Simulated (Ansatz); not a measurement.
## Changed inputs in constrained RPA: NbTe2 (P-3m1)

Aim: hold the target of a cRPA run on NbTe2 (P-3m1) and move one thing at a time.

Method: constrained RPA on LDA, plane waves, PAW, in Ansatz 0.2.0.

## (1) Set-up

Symmetry: P-3m1, No. 164, trigonal system. The conventional cell has a = 3.720 Å, b = 3.720 Å, c = 7.148 Å, α = 90.00°, β = 90.00°, γ = 120.00°. Nearest to Nb lie 6 Te at 2.81 Å. Nearest to Te lie 3 Nb at 2.81 Å. Farther neighbours and most contacts between anions are not listed.

The cell and positions are those that the Materials Project relaxed with its own functionals (PBE, PBE+U or r2SCAN), kept fixed. The program's search for lower electronic states was switched off, so nothing shows that the state found is the lowest. Spin-orbit coupling is left out unless a step names it. The default PAW set here is soft_2. Its files were made with PBE.

## (2) Base: Nb t2g + anion p, bands v7 to c2, 6×6×2 mesh, medium accuracy

Constrained RPA screens the interaction with every transition except those inside the target bands, which a later many-body model would treat itself.

input.yaml

```yaml
crystal:
  lattice:
    - [-2.63076537, 1.0e-08, -2.63076539]
    - [2.63076537, -2.63076539, 1.0e-08]
    - [-4.12705361, -4.12705355, 4.12705355]
  atoms:
    - { symbol: Nb, position: [0.0, 0.0, 0.0] }
    - { symbol: Te, position: [0.66666667, 0.33333333, 0.74563223] }
    - { symbol: Te, position: [0.33333333, 0.66666667, 0.25436777] }
kpoints:
  mp_grid: { grid: [12, 12, 4] }
hamiltonian:
  xc: lda
scf:
  occupations: { method: gaussian, width: 0.08 }
  n_extra_bands: 19
  max_iter: 150
  lower_state_search: "off"
output:
  crpa:
    kmesh: [6, 6, 2]
    target_bands: [v7, c2]
    projections:
      - { species: Nb, l: d, shell: 4, orbitals: [dxz, dyz, dxy] }
      - { species: Te, l: p, shell: 5 }
  local_orbitals:
    kmesh: [12, 12, 4]
    orbitals:
      - { species: Nb, l: d, shell: 4, orbitals: [dxz, dyz, dxy] }
      - { species: Te, l: p, shell: 5 }
    window: { bands: [v7, c2] }
    seedname: lo
```

On the command line:

```bash
ansatz run input.yaml --threads 4 --pin off --max-ram 9216MiB --backend cpu --events-out ev --progress --plain --runs-dir out
```

Numbers of over 12 decimals in the logs are rounded to 6 here.

The log of the run:

```text
scf.n_extra_bands = 19 over 23 filled bands (N_el = 45.0): the run solves 42 bands
Engine: ansatz 0.2.0, aarch64-unknown-linux-gnu
Pseudopotentials: kind: paw
Pseudopotential: Nb, paw, valence charge 13, recommended cutoff 420 eV (normal), Nb.paw.azcp
Pseudopotential: Te, paw, valence charge 16, recommended cutoff 420 eV (normal), Te.paw.azcp
Functional definition: SPW92
  exchange = slater_x
  correlation = pw_c
Crystal: 3 atoms, lattice volume = 85.689 Å³
Basis set: ecut = 420 eV, 1703 PW (Γ)
Bands: 42, of which v1, the nominal top of the filled ones, is band 23 counted from 1 (22 counted from 0)
Symmetry: 12 space group operations
Space group: P-3m1 (ITA 164), of the structure as read, at distance tolerance 4.4e-5 Å
k-points: 69 of 576
Non-local potential: Nb, projectors of the file, l = 0: 3, l = 1: 2, l = 2: 2, l = 3: 1
Non-local potential: Te, projectors of the file, l = 0: 2, l = 1: 2, l = 2: 2, l = 3: 2
PAW form: soft (Blöchl's): semilocal exchange-correlation on the pseudo side does not see the compensation charge
PAW frozen core: Nb, regenerated for the run's functional, and the local potential with it (the file was generated under x = pbe(κ = 0.804, μ = 0.219515), c = pbe(β = 0.066725))
PAW frozen core: Te, regenerated for the run's functional, and the local potential with it (the file was generated under x = pbe(κ = 0.804, μ = 0.219515), c = pbe(β = 0.066725))
PAW one-centre angular grid: Nb, 590 points (default); XC on 64 Gauss nodes
PAW one-centre angular grid: Te, 590 points (default); XC on 64 Gauss nodes
Initial density: superposition of atomic densities (neutral atoms: chi_scale 0, normalization atom), corrected by the library's trained network
Initial wavefunctions: pseudopotential atomic-orbital guess
Functional: x = slater, c = lda
SCF iter   1: F=—  HF=-18098.181197 eV  |F-HF|=—  |Δ(HF+E_count)|=         —  Δρ=5.19e-3  dr2=1.10e-2  ethr=1.77e-3  ⟨swp⟩=6.0  Hψ=13614  notcnv=0  defer=537
preconditioner: auto → LDOS  [metal: Δε(μ)=0.007 eV  Ē_g=13.440 eV  σ=0.080 eV  W_gap=0.05  n_scr=22 (ndim 8)  ℏωp=16.5 eV  f_vac=0.034  D(μ)=2.40/eV (n_scr^D=22)  β→1.0]
SCF iter   2: F=—  HF=-18098.176974 eV  |F-HF|=—  |Δ(HF+E_count)|=   4.22e-3  Δρ=1.39e-3  dr2=2.42e-3  ethr=2.44e-5  ⟨swp⟩=3.0  Hψ=5059  notcnv=0  defer=607
SCF iter   3: F=—  HF=-18098.176505 eV  |F-HF|=—  |Δ(HF+E_count)|=   4.69e-4  Δρ=4.76e-4  dr2=1.87e-4  ethr=5.37e-6  ⟨swp⟩=2.0  Hψ=3121  notcnv=0  defer=607
SCF iter   4: F=—  HF=-18098.176451 eV  |F-HF|=—  |Δ(HF+E_count)|=   5.31e-5  Δρ=1.87e-4  dr2=4.24e-5  ethr=4.15e-7  ⟨swp⟩=2.0  Hψ=3398  notcnv=0  defer=607
SCF iter   5: F=—  HF=-18098.176438 eV  |F-HF|=—  |Δ(HF+E_count)|=   1.30e-5  Δρ=5.14e-5  dr2=2.41e-6  ethr=9.42e-8  ⟨swp⟩=2.0  Hψ=3113  notcnv=0  defer=607
[...]
cRPA screening: q 72/72 (q-point 44)
SCF converged after 6 iterations
Free energy (F): -18098.176438 eV
Harris-Foulkes:  -18098.176438 eV  (|F-HF|=4.64e-8)
Internal energy: -18098.168662 eV  (E = F + TS)
E sigma→0 (E₀):  -18098.172550 eV
Entropy (-TS):   -0.007776 eV (-2.592 meV/atom)
Fermi energy:    10.346735 eV
--- Per-component energies (eV) ---
  E_band       = -643.415906
  E_kinetic    = 755.761523
  E_local      = -3727.062765  (includes V_loc(G=0)·N_el)
  E_nonlocal   = -484.592722
  E_hartree    = 2055.130236
  E_xc         = -421.047273
  E_vxc        = -420.981989  (∫ρ·V_xc dr)
  E_paw        = -11985.799811  (= ΣΔE_a)
  E_vpaw       = -876.800995  (= ΣTr[D̂ρ^β])
  E_aug_tail   = -0.000357  (compensation charges beyond the density's cutoff)
  E_ewald      = -4292.340510
  E_core_change = 1.783017  (= ΣΔE_core)
  E_smearing   = -0.007776  (= −TS)
  E_closure    = -0.000000  (closes the sum)
  Σ components = -18098.176438   (vs F -18098.176438, Δ=0.00e0)
--- Band table (eV; the first three rows and the last of 69) ---
  k-point 0: bands = [... 19 lower, 9.7122, 9.9058, 10.3616, 10.3616, 11.3067, 11.3067, 13.8401, 13.8401, ... 15 higher]
  k-point 1: bands = [... 19 lower, 8.4602, 10.3590, 10.3590, 10.5865, 11.2327, 11.2327, 13.9704, 13.9704, ... 15 higher]
  k-point 2: bands = [... 19 lower, 8.2086, 10.3564, 10.3564, 10.7873, 11.1632, 11.1632, 14.1004, 14.1004, ... 15 higher]
  k-point 68: bands = [... 19 lower, 7.2295, 7.8639, 7.8639, 11.1220, 11.1220, 11.4228, 13.8177, 13.8177, ... 15 higher]
--- cRPA (band scheme, projected local orbitals): target bands 17..25 (1-based), 9 Wannier function(s), 6×6×2 mesh, 50 bands' worth read of 55 solved, ecut_chi 136.0 eV, v(q+G=0) probe_charge, pair densities all_electron ---
  bands read: the sum over 50 bands ends inside a degenerate multiplet in 2 slots, whose members it reads at an even weight; the widest, k=28: bands 50 to 51 (counted from 1) at 1/2 each
  χ-basis size per q: N_G = 288..325
  window electrons = 13.0000, filled by tetrahedron_uncorrected; constrained ε̄⁻¹(q = 0, 0) head = 0.189395; min gauge Gram eig = 0.3224
  Kanamori averages over each shell's own Wannier functions (sites counted from 0, functions from 1):
  Each shell's averages of U are screened by what lies outside the whole window alone: parameters of one model of all the shells.
    Site 0, 4D, 3 of 5 d orbitals (Wannier functions 1, 2, 3; wannier90's mr 2, 3, 5):
      screened: U = 3.0167 eV, U' = 2.3216 eV, J = 0.3316 eV
      screened, to within: U = 3.4e-3 eV, U' = 3.4e-3 eV, J = 4.9e-4 eV
      bare: V = 11.7474 eV, V' = 10.7956 eV, J = 0.4530 eV
    Site 1, 5P, 3 of 3 p orbitals (Wannier functions 4, 5, 6; wannier90's mr 1, 2, 3):
      screened: U = 2.8539 eV, U' = 2.0909 eV, J = 0.2542 eV
      screened, to within: U = 4.1e-3 eV, U' = 4.1e-3 eV, J = 4.9e-4 eV
      bare: V = 9.3019 eV, V' = 7.9012 eV, J = 0.4338 eV
    Site 2, 5P, 3 of 3 p orbitals (Wannier functions 7, 8, 9; wannier90's mr 1, 2, 3):
      screened: U = 2.8539 eV, U' = 2.0909 eV, J = 0.2542 eV
      screened, to within: U = 4.1e-3 eV, U' = 4.1e-3 eV, J = 4.9e-4 eV
      bare: V = 9.3019 eV, V' = 7.9012 eV, J = 0.4338 eV
  Hermiticity witness max|P − P†| over intra, direct and exchange elements: 8.88e-15 eV (screened), 3.01e-17 eV (bare)
  Reality witness max|Im| over intra, direct and exchange elements: 1.40e-10 eV (screened), 1.04e-12 eV (bare)
```

It took 15 min on 4 threads of Arm Neoverse V1, shared host; peak memory 0.72 GiB.

Reading the cycles: dr2 is the Hartree energy of the density residual (eV), the measure of convergence; HF is the Harris–Foulkes estimate of the energy, which meets the free energy F at convergence.

This step gave:

| Quantity | Value |
| --- | --- |
| U | 3.017 eV |
| U prime (inter-orbital) | 2.322 eV |
| J | 0.3316 eV |
| bare V | 11.75 eV |
| bare J | 0.4530 eV |
| stated bound on U | 0.003386 eV |
| U over bare V | 0.2568 |
| electrons in the window | 13.00 |
| head of the constrained inverse dielectric matrix | 0.1894 |
| least eigenvalue of the projection's overlap | 0.3224 |
| target functions | 9 |
| bands in the sums | 50 |
| r.m.s. miss of the model bands | 0.002720 eV |
| width of the target bands | 7.228 eV |
| weight of the projected orbitals in the window | 0.9481 |

On the Nb t2g shell, screening brings the on-site interaction from 11.7 eV down to U = 3.02 eV.

## (3) Changed: 3×3×2 mesh

input.yaml, the sections that differ from step 2:

```yaml
output:
  crpa:
    kmesh: [3, 3, 2]
    target_bands: [v7, c2]
    projections:
      - { species: Nb, l: d, shell: 4, orbitals: [dxz, dyz, dxy] }
      - { species: Te, l: p, shell: 5 }
# crystal, kpoints, hamiltonian, scf: as in step 2
```

The log of the run:

```text
[...]
Crystal: 3 atoms, lattice volume = 85.689 Å³
Basis set: ecut = 420 eV, 1703 PW (Γ)
Bands: 42, of which v1, the nominal top of the filled ones, is band 23 counted from 1 (22 counted from 0)
[... 1 set-up line as in the run before ...]
[...]
k-points: 69 of 576
[...]
SCF iter   1: F=—  HF=-18098.181197 eV  |F-HF|=—  |Δ(HF+E_count)|=         —  Δρ=5.19e-3  dr2=1.10e-2  ethr=1.77e-3  ⟨swp⟩=6.0  Hψ=13614  notcnv=0  defer=537
[...]
SCF iter   6: F=-18098.176438 eV  HF=-18098.176438 eV  |F-HF|=4.64e-8  |Δ(HF+E_count)|=   5.21e-7  Δρ=9.44e-6  dr2=7.77e-8  ethr=2.22e-10  ⟨swp⟩=10.3  Hψ=17184  notcnv=0
SCF 1 converged in 6 iterations: F = -18098.176438 eV  dr2 = 7.77e-8
[...]
NSCF: frozen V_eff on 6 k-points
[...]
cRPA screening: q 1/18
cRPA screening: q 2/18
cRPA screening: q 3/18
cRPA screening: q 5/18 (q-point 4)
cRPA screening: q 7/18
cRPA screening: q 9/18 (q-point 8)
[...]
k-point 2: bands = [... 19 lower, 8.2086, 10.3564, 10.3564, 10.7873, 11.1632, 11.1632, 14.1004, 14.1004, ... 15 higher]
  k-point 68: bands = [... 19 lower, 7.2295, 7.8639, 7.8639, 11.1220, 11.1220, 11.4228, 13.8177, 13.8177, ... 15 higher]
[...]
χ-basis size per q: N_G = 288..325
[...]
Site 0, 4D, 3 of 5 d orbitals (Wannier functions 1, 2, 3; wannier90's mr 2, 3, 5):
      screened: U = 3.1348 eV, U' = 2.4597 eV, J = 0.3217 eV
      screened, to within: U = 4.0e-3 eV, U' = 4.0e-3 eV, J = 4.8e-4 eV
      bare: V = 11.6191 eV, V' = 10.6900 eV, J = 0.4422 eV
    Site 1, 5P, 3 of 3 p orbitals (Wannier functions 4, 5, 6; wannier90's mr 1, 2, 3):
      screened: U = 3.0316 eV, U' = 2.2757 eV, J = 0.2537 eV
      screened, to within: U = 4.7e-3 eV, U' = 4.7e-3 eV, J = 4.9e-4 eV
      bare: V = 9.3610 eV, V' = 7.9749 eV, J = 0.4305 eV
    Site 2, 5P, 3 of 3 p orbitals (Wannier functions 7, 8, 9; wannier90's mr 1, 2, 3):
      screened: U = 3.0316 eV, U' = 2.2757 eV, J = 0.2537 eV
      screened, to within: U = 4.7e-3 eV, U' = 4.7e-3 eV, J = 4.9e-4 eV
      bare: V = 9.3610 eV, V' = 7.9749 eV, J = 0.4305 eV
[...]
[key lines of the parts left out:]
SCF converged after 6 iterations
Free energy (F): -18098.176438 eV
Fermi energy:    10.346735 eV
```

Wall time 67 s (4 threads); peak memory 0.62 GiB.

This step gave:

```
U                                                 : 3.135 eV
U prime (inter-orbital)                           : 2.460 eV
J                                                 : 0.3217 eV
bare V                                            : 11.62 eV
bare J                                            : 0.4422 eV
stated bound on U                                 : 0.003930 eV
U over bare V                                     : 0.2698
electrons in the window                           : 13
head of the constrained inverse dielectric matrix : 0.2280
least eigenvalue of the projection's overlap      : 0.3224
target functions                                  : 9
bands in the sums                                 : 50
width of the target bands                         : 7.228 eV
weight of the projected orbitals in the window    : 0.9481
```

On the Nb t2g shell, screening brings the on-site interaction from 11.6 eV down to U = 3.13 eV.

## (4) Changed: sums over states on smooth products

Changes to input.yaml since step 3:

```diff
@@ -20,3 +20,3 @@
   crpa:
-    kmesh: [3, 3, 2]
+    kmesh: [6, 6, 2]
     target_bands: [v7, c2]
@@ -25 +25,5 @@
       - { species: Te, l: p, shell: 5 }
+    accuracy: sum_over_states
+    pair_densities: pseudo
+    n_empty_bands: 46
+    ecut_chi: 136
```

The log of the run:

```text
[...]
Crystal: 3 atoms, lattice volume = 85.689 Å³
Basis set: ecut = 420 eV, 1703 PW (Γ)
Bands: 42, of which v1, the nominal top of the filled ones, is band 23 counted from 1 (22 counted from 0)
[... 1 set-up line as in the run before ...]
[...]
k-points: 69 of 576
[...]
screened: U = 3.0888 eV, U' = 2.3030 eV, J = 0.3764 eV
      bare: V = 11.7474 eV, V' = 10.7956 eV, J = 0.4530 eV
    Site 1, 5P, 3 of 3 p orbitals (Wannier functions 4, 5, 6; wannier90's mr 1, 2, 3):
      screened: U = 2.9151 eV, U' = 2.0981 eV, J = 0.2734 eV
      bare: V = 9.3019 eV, V' = 7.9012 eV, J = 0.4338 eV
    Site 2, 5P, 3 of 3 p orbitals (Wannier functions 7, 8, 9; wannier90's mr 1, 2, 3):
      screened: U = 2.9151 eV, U' = 2.0981 eV, J = 0.2734 eV
      bare: V = 9.3019 eV, V' = 7.9012 eV, J = 0.4338 eV
[...]
[key lines of the parts left out:]
SCF converged after 6 iterations
Free energy (F): -18098.176438 eV
Fermi energy:    10.346735 eV
```

Wall time 56 s (4 threads); peak memory 0.57 GiB; 3.5 min of CPU time.

This variant gives U = 3.09 eV against 3.02 eV. It is a finite sum over empty states with no bound on its error and stays out of the table below.

## (5) Changed: accuracy low

Changes to input.yaml since step 4:

```diff
@@ -25,5 +25,2 @@
       - { species: Te, l: p, shell: 5 }
-    accuracy: sum_over_states
-    pair_densities: pseudo
-    n_empty_bands: 46
-    ecut_chi: 136
+    accuracy: low
```

The log of the run:

```text
[...]
Crystal: 3 atoms, lattice volume = 85.689 Å³
Basis set: ecut = 420 eV, 1703 PW (Γ)
Bands: 42, of which v1, the nominal top of the filled ones, is band 23 counted from 1 (22 counted from 0)
[... 1 set-up line as in the run before ...]
[...]
k-points: 69 of 576
[...]
screened: U = 2.8445 eV, U' = 2.0882 eV, J = 0.2517 eV
      screened, to within: U = 4.9e-2 eV, U' = 4.9e-2 eV, J = 9.3e-3 eV
      bare: V = 9.3019 eV, V' = 7.9012 eV, J = 0.4338 eV
    Site 2, 5P, 3 of 3 p orbitals (Wannier functions 7, 8, 9; wannier90's mr 1, 2, 3):
      screened: U = 2.8445 eV, U' = 2.0882 eV, J = 0.2517 eV
      screened, to within: U = 4.9e-2 eV, U' = 4.9e-2 eV, J = 9.3e-3 eV
      bare: V = 9.3019 eV, V' = 7.9012 eV, J = 0.4338 eV
[...]
[key lines of the parts left out:]
SCF converged after 6 iterations
Free energy (F): -18098.176438 eV
Fermi energy:    10.346735 eV
```

Elapsed: 6.9 min, on 4 threads; peak memory 0.68 GiB; 27 min of CPU time.

This step gave:

| Quantity | Value |
| --- | --- |
| U | 3.007 eV |
| U prime (inter-orbital) | 2.315 eV |
| J | 0.3301 eV |
| bare V | 11.75 eV |
| bare J | 0.4530 eV |
| stated bound on U | 0.04914 eV |
| U over bare V | 0.2560 |
| electrons in the window | 13.00 |
| head of the constrained inverse dielectric matrix | 0.1894 |
| least eigenvalue of the projection's overlap | 0.3224 |
| target functions | 9 |
| bands in the sums | 50 |
| width of the target bands | 7.228 eV |
| weight of the projected orbitals in the window | 0.9481 |

On the Nb t2g shell, screening brings the on-site interaction from 11.7 eV down to U = 3.01 eV.

## (6) Changed: spin-orbit coupling, which the program doesn't serve

This step: constrained RPA on LDA with spin-orbit coupling, plane waves, PAW.

Changes to input.yaml since step 5:

```diff
@@ -18,2 +18,5 @@
   lower_state_search: "off"
+magnetization:
+  noncollinear: true
+  spin_orbit: true
 output:
@@ -25,2 +28 @@
       - { species: Te, l: p, shell: 5 }
-    accuracy: low
```

The log of the run:

```text
Error: output.crpa with magnetization.noncollinear: true — the cRPA pipeline runs scalar-band solve channels only (unpolarised or collinear) — spinor oscillator elements are not implemented; use a collinear or unpolarised deck, or drop the output.crpa: request
```

Run time: 0.03 s. Hardware: 4 threads; peak memory 0.033 GiB.

The input was rejected at the start.

The program's message: “Error: output.crpa with magnetization.noncollinear: true — the cRPA pipeline runs scalar-band solve channels only (unpolarised or collinear) — spinor oscillator elements are not implemented; use a col …”

The fault put into this input: spin-orbit coupling, which the program doesn't serve.

## (7) Side by side

Times are wall times on 4 threads of Arm Neoverse V1, shared host, good to a factor of about two.

| run | bare V (eV) | U (eV) | J (eV) | bound on U (eV) | width (eV) | time |
| --- | --- | --- | --- | --- | --- | --- |
| target window | 11.75 | 3.017 | 0.332 | 0.0034 | 7.23 | 15 min |
| 3×3×2 mesh | 11.62 | 3.135 | 0.322 | 0.0039 | 7.23 | 67 s |
| accuracy low | 11.75 | 3.007 | 0.330 | 0.0491 | 7.23 | 6.9 min |

## (8) Results

```json
{
 "target window": "U 3.02 eV, J 0.33 eV",
 "3×3×2 mesh": "U 3.13 eV, J 0.32 eV",
 "accuracy low": "U 3.01 eV, J 0.33 eV"
}
```

What this shows: 3×3×2 mesh moves U by +0.12 eV at 0.072 times the time. Accuracy low moves U by −0.01 eV (within the solver's bounds, for the mean over orbitals) at 0.44 times the time. The printed bound covers the solver alone, not the mesh, and no denser mesh than the base was run. The parent state is non-magnetic and the interaction static (zero frequency); U depends on the window and the orbitals, so it belongs to this model alone. A window that holds the anion p bands defines a model with explicit ligands; its U belongs to that model and is not the U of DFT+U.

[Paths, hosts, dates, memory and timing lines, banners, echoed tables and standing remarks are left out of the program output.]

[Logs are printed without paths, hosts, clocks, repeated set-up lines and the standing remarks that a program may print on its own settings, such as how far it seeks lower states.]

[Runs of the session that timed out or met a known fault of the program may be left out.]

[Hosts, paths, dates, database ids (printed as entryN), source tags and the programs' standing remarks are cut or masked in the printed files.]
